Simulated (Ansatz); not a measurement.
# MoS3 (built on the sites of a database entry of WO3): from the cell to its phonons, part 2 of 2

Aim: the vibrations of MoS3 (built on the sites of a database entry of WO3), their spectra, and whether the structure is stable.

Ansatz 0.2.0; DFT PBEsol, scalar-relativistic, plane waves, PseudoDojo norm-conserving pseudopotentials.

So far. Step 4 (Relaxing to small forces for the phonons): The forces vanish by symmetry and the pressure is 0.001 GPa, within the tolerances set. The cell now holds 24.81 Å³/atom. Step 5 (Zone-centre response): Before it was imposed, the acoustic sum rule was missed by 5.2e-5 eV/Å². Small misses are needed for a sound result but don't prove that mesh and cutoff are converged. The lowest optical mode is real, 56.1 cm⁻¹. The relaxed cell has a = 4.630 Å (conventional setting).

The structure was built from a prototype and need not be the compound's stable phase.

## Step 6: Phonons on a q mesh

Stability and thermal properties need the whole zone. Linear response on a 2×2×2 q mesh gives force constants as far as a supercell of that size would.

input.yaml reads:

```yaml
crystal:
  lattice:
    - [4.6295550062, 0.0, 0.0]
    - [0.0, 4.6295550062, 0.0]
    - [0.0, 0.0, 4.6295550062]
  atoms:
    - { symbol: Mo, position: [0.0, 0.0, 0.0] }
    - { symbol: S, position: [0.0, 0.0, 0.5] }
    - { symbol: S, position: [0.0, 0.5, 0.0] }
    - { symbol: S, position: [0.5, 0.0, 0.0] }
kpoints:
  mp_grid: { grid: [8, 8, 8] }
hamiltonian:
  xc: pbesol
  pseudopotentials: { kind: nc, accuracy: standard }
scf:
  occupations: { method: methfessel_paxton, width: 0.15 }
output:
  eigenvalues: true
phonons:
  method: dfpt
  qmesh: [2, 2, 2]
  temperatures: { t_max: 1000, t_step: 50 }
  qpath:
    path:
      - [[0.0, 0.0, 0.0], [0.0, 0.5, 0.0], [0.5, 0.5, 0.0], [0.0, 0.0, 0.0], [0.5, 0.5, 0.5], [0.0, 0.5, 0.0]]
      - [[0.5, 0.5, 0.5], [0.5, 0.5, 0.0]]
    npoints: 10
```

Launch:

```bash
$ ansatz run input.yaml --threads 4 --pin off --max-ram 7168MiB --backend cpu --events-out ev --progress --plain --runs-dir out
```

Numbers of over 12 decimals in the logs are rounded to 6 here.

Output:

```text
[...]
Crystal: 4 atoms, lattice volume = 99.224 Å³
Basis set: ecut = 1088.45545 eV, 8217 PW (Γ), exchange–correlation on 100×100×100 points (8 copies of the dense FFT grid, shifted against one another)
Bands: 20, of which v1, the nominal top of the filled ones, is band 16 counted from 1 (15 counted from 0)
Symmetry: 48 space group operations
k-points: 35 of 512
[...]
SCF iter   1: F=—  HF=-2812.871240 eV  |F-HF|=—  |Δ(HF+E_count)|=         —  Δρ=6.75e-2  dr2=7.07e0  ethr=3.10e-3  ⟨swp⟩=7.7  Hψ=4240  notcnv=0
[...]
SCF iter   8: F=-2811.733987 eV  HF=-2811.733987 eV  |F-HF|=1.82e-12  |Δ(HF+E_count)|=  7.91e-11  S|Δr|=    0.00e0  Δρ=6.62e-8  dr2=1.21e-12  ethr=1.00e-12  ⟨swp⟩=15.6  Hψ=6682  notcnv=0
SCF 1 converged in 8 iterations: F = -2811.733987 eV  dr2 = 1.21e-12
[...]
SCF iter   7: F=-2811.733987 eV  HF=-2811.733987 eV  |F-HF|=3.64e-12  |Δ(HF+E_count)|=  1.86e-11  S|Δr|=    0.00e0  Δρ=1.12e-7  dr2=5.72e-12  ethr=1.00e-12  ⟨swp⟩=2.9  Hψ=2369  notcnv=0
SCF 2 converged in 7 iterations: F = -2811.733987 eV  dr2 = 5.72e-12
phonons: the bands overlap, so this run is a metal and interpolates without the dipole-dipole term. If the crystal is really an insulator or semiconductor, its LO-TO splitting is missing
NSCF: frozen V_eff on 35 k-points
WARN: eigensolver did not converge in 9 slots of this pass, the one above among them; of largest residual over every band (k=27): 1 band(s) unlocked (lowest unlocked band 23, counted from 0; max residual 2.11e-3 eV among the unlocked bands, 2.11e-3 eV over every band); of lowest unlocked band (k=3): band 23
[...]
DFPT response loops at q = (0, 0, 0) (fractional): preconditioner auto → Kerker (q_TF=auto, 2.259 Å⁻¹) (partly filled bands, converged f_vac=0.143); β = 1.00, the filter's whole step (`scf.mixing.beta` (0.50) is not read by the response loops under this deck's `scf.mixing.preconditioner`; to damp them name `kerker` or `kerker_dos`, under which they read `scf.mixing.beta`, and type it under 1.00, their step now; both keys bind the ground state too); Broyden in place of MSR1
[...]
SCF converged after 8 iterations
[...]
Free energy (F): -2811.733987 eV
[...]
Internal energy: -2811.736947 eV  (E = F + TS)
E sigma→0 (E₀):  -2811.734727 eV
Entropy (-TS):   0.002960 eV (0.740 meV/atom)
Fermi energy:    5.308875 eV
[...]
--- Band table (eV; the first three rows and the last of 35) ---
  k-point 0: bands = [... 12 lower, 3.6643, 4.2415, 4.2415, 4.2415, 4.9548, 4.9548, 4.9548, 6.0237, ... 4 higher]
  k-point 1: bands = [... 12 lower, 3.6692, 4.1691, 4.2315, 4.5645, 4.5645, 5.2210, 5.2210, 6.0290, ... 4 higher]
  k-point 2: bands = [... 12 lower, 3.5024, 3.6812, 4.0041, 4.6840, 4.6840, 5.9616, 5.9616, 6.0399, ... 4 higher]
  k-point 34: bands = [... 12 lower, 0.3685, 5.7851, 5.7851, 5.7851, 7.1005, 7.1005, 7.1005, 9.9567, ... 4 higher]
--- Phonons (Γ-DFPT): 3 representative perturbations + reference (Σ response iterations 7) ---
  ASR residual: 5.320e-5 → 0.000e0 eV/Å²; symmetrization residual: 9.537e-6 eV/Å²
  ASR residual per site (eV/Å²): 9.54e-6 5.32e-5 5.32e-5 5.32e-5
[...]
--- Phonons (arbitrary-q DFPT): 4 irreducible q on the 2×2×2 mesh ---
  q = [0.0000, 0.0000, 0.0000] (star 1, of the zone-centre solve; hermiticity 1.37e-6, symmetrization 1.69e-14): -0.00 -0.00 0.00 56.12 56.12 56.12 107.32 107.32 107.32 378.05 378.05 378.05
  q = [0.0000, 0.0000, -0.5000] (star 3, 7 solved perturbations in 775 linear systems a pass and spin channel, the states on 125 of 512 k-point pairs; hermiticity 7.02e-8, symmetrization 1.54e-13, the responses' own estimated error 7.3e-5 eV/Å²): -46.38 -46.38 82.05 82.05 119.20 139.85 157.80 157.80 176.27 366.29 366.29 421.60
[...]
sum rule: each row above includes the acoustic sum rule's correction from the zone centre's row sums; it moved no ω² by more than (0.67 cm⁻¹)²
  mesh force constants: q→R imaginary residual 1.53e-46; ASR residual 5.320e-5 → 0.000e0 eV/Å²; symmetrization residual 2.132e-14 eV/Å²
  interpolated dispersion: 62 rows × 12 modes
  density of states and harmonic sums: on the 14×14×14 q-mesh, interpolated from the force constants of a 2×2×2 supercell (no non-analytic term)
  largest difference from the sums on the solved wave vectors: F 3.88e-1 eV, S 5.22e-4 and C_V 1.37e-4 eV/K
  zero-point energy: 0.124513 eV/cell   skipped modes (ω ≤ 0): 135, of them read as no rigid motion or as one in doubt: 132 (9.428e-1 modes/cell left out, lowest -218.29 cm⁻¹)   left out of the sums: 7.87e-2 of the cell's modes: C_V's classical limit lies that fraction below 3 k_B per atom; for a crystal, a wire or a layer, F and S can be off by more, and a phonons.interpolated_qmesh denser along its periods is the remedy for the sampling
```

Run time: 5.9 min. Hardware: 4 threads of Arm Neoverse V2, shared host; peak memory 2.5 GiB; 23 min of CPU time.

Numbers from this step:

* sum-rule residual before enforcement: 5.32e-5 eV/Å²
* lowest frequency on the path: -218.3 cm⁻¹
* highest frequency on the path or at a solved wavevector: 507.3 cm⁻¹
* lowest mode on the q mesh (acoustic modes at Γ apart): -218.3 cm⁻¹

Frequencies (cm⁻¹) solved at each irreducible wavevector; negative means imaginary. Frequencies by wavevector, by row:

```tsv
q in reciprocal lattice units	star	mode 1	mode 2	mode 3	mode 4	mode 10	mode 11	mode 12
0 0 0	1	0	0	0	56.1	378.1	378.1	378.1
0 0 -0.5	3	-46.4	-46.4	82	82	366.3	366.3	421.6
0 -0.5 -0.5	3	-73.5	-14.3	102.1	130.5	227.9	353	466.9
-0.5 -0.5 -0.5	1	-218.3	-218.3	-9.7	-9.7	225.4	225.4	507.3
```

Interpolated from a 2×2×2 q mesh. The phonon branches at the labelled points (cm⁻¹):

```tsv
point	branch 1	branch 2	branch 3	branch 4	branch 9	branch 10	branch 11	branch 12
Γ	0	0	0	56	107	378	378	378
halfway	-26	-26	75	75	130	373	373	399
X	-46	-46	82	82	176	366	366	422
halfway	-61	68	82	114	205	261	360	456
M	-74	-14	102	130	170	228	353	467
halfway	-46	56	97	113	179	311	367	437
Γ	0	0	0	56	107	378	378	378
halfway	37	37	78	101	180	286	286	473
R	-218	-218	-10	-10	225	225	225	507
halfway	-10	64	71	75	206	212	256	489
X	-46	-46	82	82	176	366	366	422
jump to R	-218	-218	-10	-10	225	225	225	507
halfway	-136	-44	-12	71	203	203	227	500
M	-74	-14	102	130	170	228	353	467
```

The phonon density of states has structure finer than the step of the table below, so its rows give means over 25 cm⁻¹, whole bins alone (the curve runs from -215 to 505 cm⁻¹). Peaks (cm⁻¹: height): 55.0: 0.0367, 85.0: 0.0734, 165.0: 0.0781, 355.0: 0.0224, 465.0: 0.0152.

Tetrahedra on a 14×14×14 mesh, mean over bins of 10 cm-1. Interpolated from a 2×2×2 q mesh. The phonon density of states by wavenumber; means over each step:

```tsv
wavenumber (cm⁻¹)	phonon density of states (1/cm⁻¹/cell)
-200	4.9e-4
-175	8.8e-4
-150	0.00112
-125	0.00131
-100	0.00158
-75	0.00411
-50	0.0128
-25	0.0110
0	0.0106
25	0.0174
50	0.0287
75	0.0428
100	0.0575
125	0.0415
150	0.0490
175	0.0505
200	0.0297
225	0.0191
250	0.00653
275	0.00681
300	0.00822
325	0.0109
350	0.0184
375	0.00943
400	0.00240
425	0.00624
450	0.0112
475	0.0123
```

The partial phonon density of states has structure finer than the step of the table below, so its rows give means over 20 cm⁻¹, whole bins alone (the curve runs from -219 to 532 cm⁻¹). Peaks (cm⁻¹: height): Mo -39.7: 0.0118, 50.1: 0.00989, 87.9: 0.0154, 168.3: 0.0411; S 50.1: 0.0283, 87.9: 0.0529, 163.6: 0.0338, 357.4: 0.0203, 466.1: 0.0139.

Phonopy on the run's constants, 13x13x13 mesh, Gaussian sigma 5.4 cm-1. Interpolated from a 2×2×2 q mesh. Table of partial phonon density of states by wavenumber; means over each step; values in 1/cm⁻¹/cell:

```tsv
wavenumber (cm⁻¹)	Mo	S
-200	2.5e-7	5.9e-4
-180	2.1e-5	8.4e-4
-160	3.2e-5	0.00124
-140	5.6e-5	0.00105
-120	5.6e-5	0.00107
-100	2.5e-4	0.00137
-80	0.00127	0.00198
-60	0.00795	0.00260
-40	0.0115	0.00255
-20	0.00816	0.00356
0	0.00229	0.00278
20	0.00596	0.00928
40	0.00649	0.0185
60	0.00680	0.0246
80	0.0104	0.0419
100	0.0116	0.0444
120	0.00998	0.0345
140	0.0114	0.0261
160	0.0297	0.0322
180	0.0153	0.0271
200	0.00170	0.0276
220	0.00140	0.0245
240	0.00105	0.00590
260	7.7e-4	0.00479
280	8.1e-4	0.00625
300	7.9e-4	0.00734
320	8.1e-4	0.00905
340	0.00103	0.0130
360	0.00137	0.0187
380	4.0e-4	0.00577
400	9.9e-5	0.00239
420	1.2e-4	0.00519
440	1.4e-4	0.00872
460	1.3e-4	0.0128
480	8.1e-5	0.0112
500	3.4e-5	0.00785
520	8.5e-7	6.4e-4
```

Symmetry leaves 4 wavevectors to solve. The lowest mode among them, the acoustic zeros apart, lies at q = (-0.5, -0.5, -0.5) and is imaginary, 218.3i cm⁻¹, so the energy falls along it.

## Step 7: Isotope substitution, element Mo, natural mass 95.95 amu

An isotope changes the mass and not the force constants, so no new electronic calculation is needed; the shifts show which modes move this element.

The same force constants with the mass of Mo changed from 95.950 to 99.907 u (phonopy, no LO-TO term). Both lists are sorted by frequency; levels can cross, so a row need not hold one and the same mode. Modes under 3 cm⁻¹ are left out. Isotope shifts, by row, the first 40 of 45 rows:

```tsv
q	rank	natural mass (cm⁻¹)	changed mass (cm⁻¹)
0 0 0	4	56.12	55.63
0 0 0	5	56.12	55.63
0 0 0	6	56.12	55.63
0 0 0	7	107.3	107.3
0 0 0	8	107.3	107.3
0 0 0	9	107.3	107.3
0 0 0	10	378.1	377.6
0 0 0	11	378.1	377.6
0 0 0	12	378.1	377.6
0 0 -0.5	1	-46.38	-45.54
0 0 -0.5	2	-46.38	-45.54
0 0 -0.5	3	82.05	82
0 0 -0.5	4	82.05	82
0 0 -0.5	5	119.2	119.2
0 0 -0.5	6	139.8	139.8
0 0 -0.5	7	157.8	157.8
0 0 -0.5	8	157.8	157.8
0 0 -0.5	9	176.3	172.8
0 0 -0.5	10	366.3	365.8
0 0 -0.5	11	366.3	365.8
0 0 -0.5	12	421.6	421.6
0 -0.5 -0.5	1	-73.49	-72.12
0 -0.5 -0.5	2	-14.35	-14.35
0 -0.5 -0.5	3	102.1	102.1
0 -0.5 -0.5	4	130.5	130.5
0 -0.5 -0.5	5	130.5	130.5
0 -0.5 -0.5	6	157	157
0 -0.5 -0.5	7	157	157
0 -0.5 -0.5	8	170.4	167
0 -0.5 -0.5	9	170.4	167
0 -0.5 -0.5	10	227.9	227.9
0 -0.5 -0.5	11	353	352.5
0 -0.5 -0.5	12	466.9	466.9
-0.5 -0.5 -0.5	1	-218.3	-218.3
-0.5 -0.5 -0.5	2	-218.3	-218.3
-0.5 -0.5 -0.5	3	-9.69	-9.69
-0.5 -0.5 -0.5	4	-9.69	-9.69
-0.5 -0.5 -0.5	5	-9.69	-9.69
-0.5 -0.5 -0.5	6	164.5	161.2
-0.5 -0.5 -0.5	7	164.5	161.2
```

A mode of this element alone would shift by -2.00 %. The highest zone-centre frequency without the field goes from 378.1 to 377.6 cm⁻¹ (-0.1 %). The product of the frequency ratios over all optical modes at Γ is 0.970; the product rule, (m/m′)^(3k/2) (M′/M)^(3/2) with k = 1 such atoms and M the mass of the cell, gives 0.970.

## Step 8: Another isotope, element S, natural mass 32.06 amu

The same for S, from 32.06 to 33.97 u.

A mode of this element alone would shift by -2.85 %. The highest zone-centre frequency without the field goes from 378.1 to 368.0 cm⁻¹ (-2.7 %). The product of the frequency ratios over all optical modes at Γ is 0.806; the product rule, (m/m′)^(3k/2) (M′/M)^(3/2) with k = 3 such atoms and M the mass of the cell, gives 0.806.

## Step 9: Outcome

```
space group after relaxation (within 0.01 Å)            : Pm-3m
volume per atom                                         : 24.8 Å³
electronic character                                    : no gap on this mesh
highest optical mode at the zone centre (no LO-TO term) : 378 cm⁻¹
lowest optical zone-centre mode                         : 56.1 cm⁻¹
lowest mode on the q mesh (acoustic modes at Γ apart)   : -218 cm⁻¹
highest frequency on the path or at a solved wavevector : 507 cm⁻¹
imaginary modes on the 2×2×2 q mesh                     : yes
```

**Reading.** Modes are clearly imaginary (beyond 10i cm⁻¹) at 3 of the 4 irreducible wavevectors, most at q = (-0.5, -0.5, -0.5) (218.3i cm⁻¹), so this structure is not a minimum of the energy. The optical modes at Γ span 56 to 378 cm⁻¹. The highest mode in this list at Γ, 378.1 cm⁻¹, is mostly motion of S (94 % of the kinetic energy). With no gap, or one that is small against the smearing, the frequencies hang on the k mesh and the smearing, most of all near Kohn anomalies. A phonon run warned that its eigensolver left some bands unconverged in a pass. The starting cell was built on a prototype and not taken from a measurement, so the phase need not exist. These are harmonic frequencies at zero temperature: anharmonic shifts, linewidths and thermal expansion are left out.

[Logs are printed without paths, hosts, clocks, repeated set-up lines and the standing remarks that a program may print on its own settings, such as how far it seeks lower states.]

[Hosts, paths, dates, database ids (printed as entryN), source tags and the programs' standing remarks are cut or masked in the printed files.]
